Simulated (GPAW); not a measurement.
# SnSe2: optical spectrum from first principles

Aim: the dielectric function of SnSe2, and the optical constants that follow from it.

Main program and level: GPAW 26.7.0; DFT, RPBE, plane-wave PAW (GPAW data sets), scalar-relativistic, RPA, optical limit.

## (1) Set-up

Symmetry: P-3m1, No. 164, trigonal system. Conventional cell: a = 3.811 Å, b = 3.811 Å, c = 6.136 Å, α = 90.00°, β = 90.00°, γ = 120.00°. Sn has 6 Se at 2.68 Å nearest. Se has 3 Sn at 2.68 Å nearest. Farther neighbours and most contacts between anions are not listed.

## (2) Ground state

The self-consistent density comes first; it also tells whether there is a gap, which decides the occupations and the need for a Drude term.

This step: DFT, RPBE, plane-wave PAW (GPAW data sets), scalar-relativistic, ground state (GPAW 26.7.0).

gs.py reads:

```python
from ase import Atoms
from ase.dft.bandgap import bandgap
from gpaw import GPAW, PW, FermiDirac

atoms = Atoms(['Sn', 'Se', 'Se'],
              cell=[[3.81100000, 0.00000000, 0.00000000],
                    [-1.90550000, 3.30042281, 0.00000000],
                    [0.00000000, 0.00000000, 6.13600000]],
              scaled_positions=[[0.00000000, 0.00000000, 0.00000000],
                                [0.66666667, 0.33333333, 0.75100000],
                                [0.33333333, 0.66666667, 0.24900000]],
              pbc=[True, True, True])
atoms.calc = GPAW(mode=PW(450), xc='RPBE', kpts={'size': (7, 7, 4), 'gamma': True},
                  occupations=FermiDirac(0.05), maxiter=150, txt='gs.txt')
print('energy (eV)', atoms.get_potential_energy())
print('Fermi level (eV)', atoms.calc.get_fermi_level())
print('valence electrons', atoms.calc.get_number_of_electrons())
print('gap (eV)', bandgap(atoms.calc, output=None)[0])
print('direct gap (eV)', bandgap(atoms.calc, direct=True, output=None)[0])
atoms.calc.write('gs.gpw')
```

Started as:

```bash
OMP_NUM_THREADS=1 python gs.py
```

Numbers of over 12 decimals in the logs are rounded to 6 here.

The program printed:

```text
__  _  _
 | _ |_)|_||  |
 |__||  | ||/\| - 26.7.0

Versions:
  Python: 3.12.14
  ASE:    3.29.0
  Numpy:  2.5.5
  Scipy:  1.18.1
  Libxc:  7.0.0

Input parameters:
  mode=PW(ecut=450.000000),
  kpts=MonkhorstPack(size=(7, 7, 4), gamma=True),
  maxiter=150,
  occupations=Occupations(name='fermi-dirac', width=0.05, fixmagmom=False),
  xc=XC(name='RPBE')

Diagonalizing LCAO Hamiltonian
Converting LCAO to pw mode

             Se

         Se

       Sn

Atoms  # Å, Bohr magnetons
|   | symbol |         x |        y |        z |    initial magnetic moments |
| 0 |     Sn |  0.000000 | 0.000000 | 0.000000 | ( 0.0000,  0.0000,  0.0000) |
| 1 |     Se |  1.905500 | 1.100141 | 4.608136 | ( 0.0000,  0.0000,  0.0000) |
| 2 |     Se | -0.000000 | 2.200282 | 1.527864 | ( 0.0000,  0.0000,  0.0000) |

Unit cell  # Å
| periodic |         x |        y |        z |  lengths |     angles |
|      yes |  3.811000 | 0.000000 | 0.000000 | 3.811000 |  90.000000 |
|      yes | -1.905500 | 3.300423 | 0.000000 | 3.811000 |  90.000000 |
|      yes |  0.000000 | 0.000000 | 6.136000 | 6.136000 | 120.000000 |

Number of symmetries: 4
Symmetry operations  # r_c * U_cc + t_c -> r_c
|   | kind |            matrix            |
| 0 |  E   |  1, 0, 0,  0, 1, 0,  0, 0, 1 |
| 1 |  C2  |  1, 0, 0, -1,-1, 0,  0, 0,-1 |
| 2 |  σ   | -1, 0, 0,  1, 1, 0,  0, 0, 1 |
| 3 |  i   | -1, 0, 0,  0,-1, 0,  0, 0,-1 |

BZ-sampling:
  Number of BZ points: 196
  Number of IBZ points: 60

  Monkhorst-Pack size: [7, 7, 4]
  Monkhorst-Pack shift: [0.0, 0.0, 0.125]

K-points  # in reciprocal-cell coordinates
|     |                                coordinates |     weight |
|   0 | (  0.00000000,   0.00000000,   0.00000000) | 0.00510204 |
|   1 | (  0.00000000,   0.00000000,   0.25000000) | 0.01020408 |
|   2 | (  0.00000000,   0.00000000,   0.50000000) | 0.00510204 |
|   3 | (  0.00000000,   0.14285714,  -0.25000000) | 0.01020408 |
|   4 | (  0.00000000,   0.14285714,   0.00000000) | 0.01020408 |
|   5 | (  0.00000000,   0.14285714,   0.25000000) | 0.01020408 |
|   6 | (  0.00000000,   0.14285714,   0.50000000) | 0.01020408 |
|   7 | (  0.00000000,   0.28571429,  -0.25000000) | 0.01020408 |
|   8 | (  0.00000000,   0.28571429,   0.00000000) | 0.01020408 |
|   9 | (  0.00000000,   0.28571429,   0.25000000) | 0.01020408 |
| ... |                                            |            |
|  59 | (  0.42857143,   0.42857143,   0.50000000) | 0.02040816 |

Plane wave coefficients: 1701
Cutoff: 450.000000 eV

Spin-components: 1 (collinear spins)
Bands:           17
Projectors:      16
Spin-degeneracy: 2
Datatype:        complex128

Parallelization:
  kpt:    1
  domain: 1
  band:   1

Density:
  Valence electrons: 26.0
  Components: 1
  Grid points: [20 20 32]
  Charge: 0.0  # |e|

Potential:
  Grid points: [20 20 32]

species:
  Sn:
    name:    Tin
    id:
    Z:       50.0
    valence: 14
    core:    36
    charge:  0.0  # [|e|]
    compensation charges:
      type: gauss
      rc: 0.38  # [Å]
      lmax: 2
    cutoffs:
      filter: 2.23  # [Å]
      core: 2.35  # [Å]
    projectors
    | kind |    occ | energy [eV] | rcut [Å] |
    |   5s |  2.000 |     -10.465 |    1.201 |
    |   5p |  2.000 |      -3.644 |    1.270 |
    |   4d | 10.000 |     -25.852 |    1.185 |
    |    s |        |      16.747 |    1.201 |
    |    p |        |      23.567 |    1.270 |
    |    d |        |       1.359 |    1.185 |

    Using partial waves for Sn as LCAO basis

  Se:
    name:    Selenium
    id:
    Z:       34.0
    valence: 6
    core:    28
    charge:  0.0  # [|e|]
    compensation charges:
      type: gauss
      rc: 0.27  # [Å]
      lmax: 2
    cutoffs:
      filter: 1.77  # [Å]
      core: 2.67  # [Å]
    projectors
    | kind |    occ | energy [eV] | rcut [Å] |
    |   4s |  2.000 |     -17.221 |    0.847 |
    |   4p |  4.000 |      -6.481 |    1.005 |
    |    s |        |       9.991 |    0.847 |
    |    p |        |      20.730 |    1.005 |
    |    d |        |       0.000 |    0.847 |

    Using partial waves for Se as LCAO basis

Reference energy: -300239.398162  # eV

eigensolver:
  PPCG
  Converge bands: occupied
  niter=2

density mixing:
  MSR1-Mixer
  Pratt-step length: 0.05
  Maximum mixing coefficient: 0.75
  Old densities: 10
  SVD Regularization: 0.005
  Good broyden scale: 1.0
  Trust region scale: 1.0
  Backstep threshold: 4.0
  History deletion threshold: 6.0
  Fourier metric: weight=20.0, sigma=0.015

occupation numbers:
  Fermi-Dirac:
    width: 0.0500  # eV

poisson solver:
  ecut: 3600.000000  # eV

xc functional:
  name: RPBE with 2 nearest neighbor stencil

convergence criteria:
- Maximum [total energy] change in last 3 cyles: 0.0005 eV / valence electron
- Maximum integral of absolute [dens]ity change: 0.0001 electrons / valence electron
- Maximum integral of absolute [eigenst]ate change: 4e-08 eV^2 / valence electron
maximum number of iterations: 150

SCF iterations
|iter     |      energy | eigst |  dens |
|iter:   1||  -11.075229 | +0.11 |       |
|iter:   2||  -11.027041 | -2.00 | -1.21 |
|iter:   3||  -10.861532 | -1.85 | -1.25 |
|iter:   4||  -10.857700 | -2.35 | -1.72 |
|iter:   5||  -10.858406c| -3.75 | -2.25 |
|iter:   6||  -10.858489c| -4.14 | -2.56 |
|iter:   7||  -10.858523c| -5.50 | -3.30 |
|iter:   8||  -10.858526c| -6.48 | -3.89 |
|iter:   9||  -10.858527c| -7.56c| -4.56c|

Converged in 9 steps
SCF loop duration: 18.615 s (2.068 s/step)
Energy contributions relative to reference atoms: (reference = -300239.398162)

Energy contributions:
  Kinetic:          33.573466
  Coulomb:         -29.930275
  Zero:             -0.145945
  External:          0.000000
  Xc:              -14.355768
  Entropy:          -0.000011
  Spinorbit:         0.000000
  ----------------------------
  Free energy:     -10.858532
  Extrapolated:    -10.858527

dipole moment: (-6.329926, -10.963754, -20.383327)  # |e|*Ang

Fermi level: 5.688
Eigenvalues  # (at kpt = [0.000, 0.000, 0.000])
| band index |      eig [eV] | occ [0-2] |
|          0 |       -16.070 |     2.000 |
|        ... |               |           |
|          5 |        -8.714 |     2.000 |
|          6 |        -6.939 |     2.000 |
|          7 |        -0.754 |     2.000 |
|          8 |         4.537 |     2.000 |
|          9 |         4.537 |     2.000 |
|         10 |         4.839 |     2.000 |
|         11 |         4.839 |     2.000 |
|         12 |         5.229 |     2.000 |
|         13 |         6.465 |     0.000 |
|         14 |         8.272 |     0.000 |
|         15 |         9.922 |     0.000 |
|         16 |         9.922 |     0.000 |

Gap: 0.895 eV
Transition (v -> c):
  (s=0, k=0, n=12, [0.00, 0.00, 0.00]) -> (s=0, k=49, n=13, [0.43, 0.00, -0.25])
Direct/indirect transitions are different
Direct gap: 1.235 eV
Transition at: (s=0, k=0, n=12, [0.00, 0.00, 0.00])

--- standard output ---
energy (eV) -10.858527
Fermi level (eV) 5.688053
valence electrons 26.0
gap (eV) 0.895306
direct gap (eV) 1.235279
```

Run time: 20 s. Hardware: 1 thread of Arm Neoverse V2, shared host; peak memory 0.18 GiB.

This step gave:

| Property | Result |
| --- | --- |
| energy | -10.86 eV |
| Fermi energy | 5.688 eV |
| gap on the k-mesh | 0.8953 eV |
| direct gap on the mesh | 1.235 eV |
| electrons | 26 |

There is a gap, 0.90 eV on this mesh (points off the mesh can give less), so no carriers' term is needed.

## (3) Bands for the response

The response needs many more empty bands than the density does.

This step: DFT, RPBE, plane-wave PAW (GPAW data sets), scalar-relativistic, bands at fixed density (GPAW 26.7.0).

nscf.py reads:

```python
from ase.dft.bandgap import bandgap
from gpaw import GPAW, FermiDirac

calc = GPAW('gs.gpw').fixed_density(kpts={'size': (12, 12, 6), 'gamma': True}, nbands=57, convergence={'bands': 51},
                                    occupations=FermiDirac(0.001), txt='nscf.txt')
print('gap (eV)', bandgap(calc, output=None)[0])
print('direct gap (eV)', bandgap(calc, direct=True, output=None)[0])
print('top band over the Fermi level (eV)', min(calc.get_eigenvalues(kpt=k)[50] for k in range(len(calc.get_ibz_k_points()))) - calc.get_fermi_level())
calc.write('full.gpw', mode='all')
```

Started as:

```bash
OMP_NUM_THREADS=1 python nscf.py
```

The program printed:

```text
Diagonalizing LCAO Hamiltonian
Converting LCAO to pw mode
convergence criteria:
- Maximum integral of absolute [eigenst]ate change: 4e-08 eV^2 / valence electron
maximum number of iterations: 150

SCF iterations
|iter     |      energy | eigst |  dens |
|iter:   1||             | +3.61 |       |
|iter:   2||             | +2.33 |       |
|iter:   3||             | +1.34 |       |
|iter:   4||             | +0.14 |       |
|iter:   5||             | -0.81 |       |
|iter:   6||             | -1.77 |       |
|iter:   7||             | -2.50 |       |
|iter:   8||             | -3.37 |       |
|iter:   9||             | -4.06 |       |
|iter:  10||             | -4.89 |       |
|iter:  11||             | -5.56 |       |
|iter:  12||             | -6.35 |       |
|iter:  13||             | -6.97 |       |
|iter:  14||             | -7.45c|       |
SCF steps: 14
  __  _  _
 | _ |_)|_||  |
 |__||  | ||/\| - 26.7.0

Versions:
  Python: 3.12.14
  ASE:    3.29.0
  Numpy:  2.5.5
  Scipy:  1.18.1
  Libxc:  7.0.0

Input parameters:
  mode=PW(ecut=450.000000),
  convergence={'bands': 51},
  gpts=array([20, 20, 32]),
  kpts=MonkhorstPack(size=(12, 12, 6), gamma=True),
  maxiter=150,
  nbands=57,
  occupations=Occupations(name='fermi-dirac', width=0.001, fixmagmom=False),
  parallel={},
  xc=XC(name='RPBE')

--- standard output ---
gap (eV) 0.812943
direct gap (eV) 1.235279
top band over the Fermi level (eV) 29.108090
```

Wall time 6.8 min (1 thread); peak memory 0.62 GiB.

Read-outs, printed or worked out from the files:

- gap on the k-mesh: 0.8129 eV

## (4) Dielectric function, RPA

Transitions between filled and empty bands, summed over the zone, give the optical response, so mesh, band count and broadening shape it.

The induced potential is part of this response.

This step: DFT, RPBE, plane-wave PAW (GPAW data sets), scalar-relativistic, RPA, optical limit (GPAW 26.7.0).

df.py reads:

```python
from gpaw.response.df import DielectricFunction

df = DielectricFunction('full.gpw', frequencies={'type': 'nonlinear', 'domega0': 0.03, 'omega2': 8},
                        ecut=80,
                        eta=0.1,
                        nbands=51,
                        txt='df.txt')
for direction in ['x', 'z']:
    df.get_dielectric_function(xc='RPA', direction=direction, filename=f'df_{direction}.csv')
```

Started as:

```bash
OMP_NUM_THREADS=1 python df.py
```

The program printed:

```text
Using integrator: PointIntegrator
NonLinearFrequencyDescriptor(from 0.000 to 54.791 eV, 477 points)
Nonperiodic BCs:  [False False False]
Using integrator: PointIntegrator
NonLinearFrequencyDescriptor(from 0.000 to 54.791 eV, 477 points)
Nonperiodic BCs:  [False False False]

Calculating chi0 body with:
    Ground state adapter containing:
    Number of spins: 1
    Number of kpoints: 864
    Number of irreducible kpoints: 242
    Number of completely occupied states: 13
    Number of partially occupied states: 13

    Linear response parametrization:
    q_c: [0.0, 0.0, 0.0]
    Number of frequency points: 477
    Planewave cutoff: 80.0
    Number of bands: 51
    Number of planewaves: 135
    Broadening (eta): 0.1

Integrating chi0 body.

Symmetries of q_c:
    Direct symmetries (Uq -> q): 4
    Indirect symmetries (TUq -> q): 0
In total 4 allowed symmetries.

242 groups of equivalent kpoints. 71.990741% reduction.

Integral kind: spectral function

Calculating chi0 optical extensions with:
    Ground state adapter containing:
    Number of spins: 1
    Number of kpoints: 864
    Number of irreducible kpoints: 242
    Number of completely occupied states: 13
    Number of partially occupied states: 13

    Linear response parametrization:
    Number of frequency points: 477
    Planewave cutoff: 80.0
    Number of bands: 51
    Number of planewaves: 135
    Broadening (eta): 0.1
Integrating chi0 head and wings.

Symmetries of q_c:
    Direct symmetries (Uq -> q): 4
    Indirect symmetries (TUq -> q): 0
In total 4 allowed symmetries.

242 groups of equivalent kpoints. 71.990741% reduction.

Integral kind: spectral function wings
```

Wall time 60 s (1 thread); peak memory 0.66 GiB.

Read-outs, printed or worked out from the files:

* electronic dielectric constant ε∞, mean over x, y and z (by symmetry where fewer were run): 9.101
* centre of weight of the strongest loss peak in the window: 17.54 eV

Some rows of df_x.csv (energy; Re and Im without local fields; Re and Im with them):

```text
0.000000, 11.154289, -0.000000, 9.833600, -0.000000
0.651243, 11.549878, 0.133330, 10.182579, 0.118242
1.347938, 13.664011, 1.043337, 12.101694, 0.993936
2.095014, 13.130495, 4.706238, 11.126158, 4.334046
2.898142, 14.196535, 6.493515, 11.648401, 5.265320
3.763875, 8.097066, 14.227426, 7.588816, 11.521184
4.699832, 3.188298, 13.650138, 3.411568, 11.450644
5.714917, -2.819557, 9.880683, -1.078603, 8.308292
6.819608, -3.642883, 5.356044, -3.033861, 6.299004
8.026317, -0.738769, 3.325350, -1.415351, 2.714263
9.349861, -2.756615, 3.161080, -1.899625, 3.046735
10.808071, -1.630515, 1.709774, -1.227315, 1.646493
12.422601, -0.925051, 1.193702, -0.600949, 1.068077
14.220012, -0.740391, 0.850928, -0.193365, 0.869693
16.233242, -0.270790, 0.389098, -0.114868, 0.501872
18.503643, 0.051891, 0.266430, 0.233242, 0.312664
21.083856, 0.288451, 0.151235, 0.352061, 0.273628
24.041937, 0.510969, 0.119452, 0.577768, 0.187626
27.467452, 0.486352, 0.226593, 0.580554, 0.301878
```

The Im ε has structure finer than the step of the table below, so its rows give means over 1 eV, whole bins alone (the curve runs from 0 to 29.1 eV). Peaks (eV: height): E ∥ x 3.6: 12.9, 4.3: 15.7, 5.0: 14.7; E ∥ z 1.8: 8.40, 2.1: 7.24, 5.5: 6.70, 9.6: 6.36.

Sum at mesh points, not converged in k; values under the direct gap are tails of Lorentzian lines. Im ε against photon energy; means over each step:

```tsv
photon energy (eV)	E ∥ x	E ∥ z
1	0.470	0.840
2	3.95	6.57
3	6.62	2.50
4	12.4	1.65
5	12.3	4.39
6	8.30	5.32
7	5.27	4.48
8	2.95	3.43
9	3.27	5.24
10	2.11	5.36
11	1.55	3.96
12	1.12	2.47
13	0.911	1.39
14	0.826	0.966
15	0.705	0.778
16	0.515	0.601
17	0.379	0.478
18	0.325	0.383
19	0.332	0.292
20	0.297	0.254
21	0.285	0.219
22	0.232	0.192
23	0.216	0.183
24	0.190	0.196
25	0.211	0.238
26	0.257	0.289
27	0.304	0.317
28	0.256	0.283
```

Sum at mesh points, not converged in k. Reflectivity at normal incidence against photon energy; read off at these points:

```tsv
photon energy (eV)	E ∥ x (%)	E ∥ z (%)
0.0	26.7	22.0
1.0	28.4	25.0
1.7	31.7	34.0
2.0	32.0	28.7
3.0	33.5	12.2
4.0	37.1	16.1
4.3	45.1	19.7
5.0	45.2	25.7
5.4	49.0	27.9
6.0	45.7	24.8
7.0	52.1	22.8
8.0	38.6	16.9
9.0	35.7	26.3
9.6	44.7	33.0
10.0	39.7	32.0
10.4	43.8	35.9
11.0	40.8	37.2
12.0	40.7	46.6
12.2	39.0	49.7
13.0	34.5	44.5
14.0	25.4	41.5
15.0	29.3	35.3
16.0	27.7	34.5
17.0	22.0	26.8
18.0	13.4	23.5
19.0	8.27	16.7
20.0	7.40	11.0
21.0	6.86	7.54
22.0	4.58	4.58
23.0	3.55	3.06
24.0	2.21	2.19
25.0	1.79	1.70
26.0	1.71	2.18
27.0	2.23	2.34
28.0	2.79	2.91
29.0	1.92	2.32
```

Sum at mesh points, not converged in k; values under the direct gap are tails of Lorentzian lines. Table of loss function −Im 1/ε at q → 0 by energy loss; read off at these points:

```tsv
energy loss (eV)	E ∥ x	E ∥ z
0.0	0	0
1.0	0.00217	0.00576
2.0	0.0298	0.0784
3.0	0.0324	0.188
4.0	0.0601	0.0446
5.0	0.0662	0.0725
6.0	0.106	0.143
7.0	0.126	0.186
8.0	0.284	0.207
9.0	0.282	0.148
10.0	0.328	0.193
11.0	0.434	0.237
12.0	0.559	0.242
13.0	0.858	0.402
14.0	1.18	0.636
15.0	1.17	0.843
16.0	1.85	1.20
17.0	2.60	1.96
17.4	2.80	2.11
18.0	2.37	2.69
18.5	2.06	3.16
19.0	1.63	2.81
20.0	1.50	2.11
21.0	1.41	1.42
22.0	0.950	0.848
23.0	0.772	0.614
24.0	0.510	0.521
25.0	0.487	0.512
26.0	0.535	0.640
27.0	0.653	0.680
27.6	0.728	0.724
28.0	0.703	0.754
29.0	0.407	0.491
```

The Im ε, E ∥ x has structure finer than the step of the table below, so its rows give means over 1 eV, whole bins alone (the curve runs from 0 to 29.1 eV). Peaks (eV: height): without local fields 3.6: 16.6, 4.2: 19.0, 5.0: 17.8; with local fields 3.6: 12.9, 4.3: 15.7, 5.0: 14.7.

Sum at mesh points, not converged in k; values under the direct gap are tails of Lorentzian lines. The Im ε, E ∥ x by photon energy; means over each step:

```tsv
photon energy (eV)	without local fields	with local fields
1	0.501	0.470
2	4.32	3.95
3	8.37	6.62
4	15.5	12.4
5	14.5	12.3
6	8.48	8.30
7	4.61	5.27
8	3.61	2.95
9	3.92	3.27
10	2.24	2.11
11	1.63	1.55
12	1.17	1.12
13	1.01	0.911
14	0.846	0.826
15	0.547	0.705
16	0.411	0.515
17	0.339	0.379
18	0.294	0.325
19	0.234	0.332
20	0.203	0.297
21	0.170	0.285
22	0.145	0.232
23	0.133	0.216
24	0.117	0.190
25	0.125	0.211
26	0.230	0.257
27	0.280	0.304
28	0.163	0.256
```

From ε follow the optical constants at some laser and lamp lines:

```tsv
wavelength (nm)	n x	k x	R (%) x	1/α x	n z	k z	R (%) z	1/α z
1064	3.36	0.060	29.3	1.4 µm	3.12	0.185	26.7	458 nm
532	3.48	0.729	32.4	58 nm	2.27	1.358	27.6	31 nm
450	3.42	0.718	31.8	50 nm	1.74	0.869	15.7	41 nm
405	3.59	0.822	33.9	39 nm	1.75	0.551	11.1	59 nm
365	3.73	1.373	38.5	21 nm	1.97	0.411	12.3	71 nm
308	3.29	1.579	37.0	16 nm	2.32	0.275	16.4	89 nm
193	1.52	2.272	47.2	6.8 nm	1.88	1.204	22.8	13 nm
```

Below the direct gap, k and the depth come from the tails of the Lorentzian lines, not from transitions.

Rows near the edge hang on the gap, which this functional as a rule makes too small, and phonon-assisted absorption is left out.

## (5) What came out

| Quantity | Value |
| --- | --- |
| electronic dielectric constant ε∞, mean over x, y and z (by symmetry where fewer were run) (RPA) | 9.10 |
| centre of weight of the strongest loss peak in the window, first axis | 17.5 eV |

In words: At this level (RPBE, RPA) SnSe2 has a mean ε∞ = 9.10 and n = 3.22 at 1550 nm (E ∥ x). On the mesh the gap is 0.81 eV and the least direct gap 1.24 eV, so on this mesh the band edges lie at different points. Local fields change the static value along x from 11.15 to 9.83 (-12 %). The static values by axis are 9.83 (x), 7.64 (z). Excitons and phonon-assisted transitions are missing; RPBE gaps are as a rule too small, which pulls the onset down and ε∞ up. Spin-orbit coupling is left out although heavy atoms are present. The curves end at 29 eV, about where the summed bands run out. The sum runs over mesh points 0.17 Å⁻¹ apart with no interpolation, so peaks are partly noise of the mesh; over so small a direct gap single mesh points weigh heavily, so ε∞, n and their changes from run to run can be far off.

[Machine, clock and banner lines and Python warnings are left out of the logs.]

[Logs are printed without paths, hosts, clocks, repeated set-up lines and the standing remarks that a program may print on its own settings, such as how far it seeks lower states.]

[Hosts, paths, dates, database ids (printed as entryN), source tags and the programs' standing remarks are cut or masked in the printed files.]
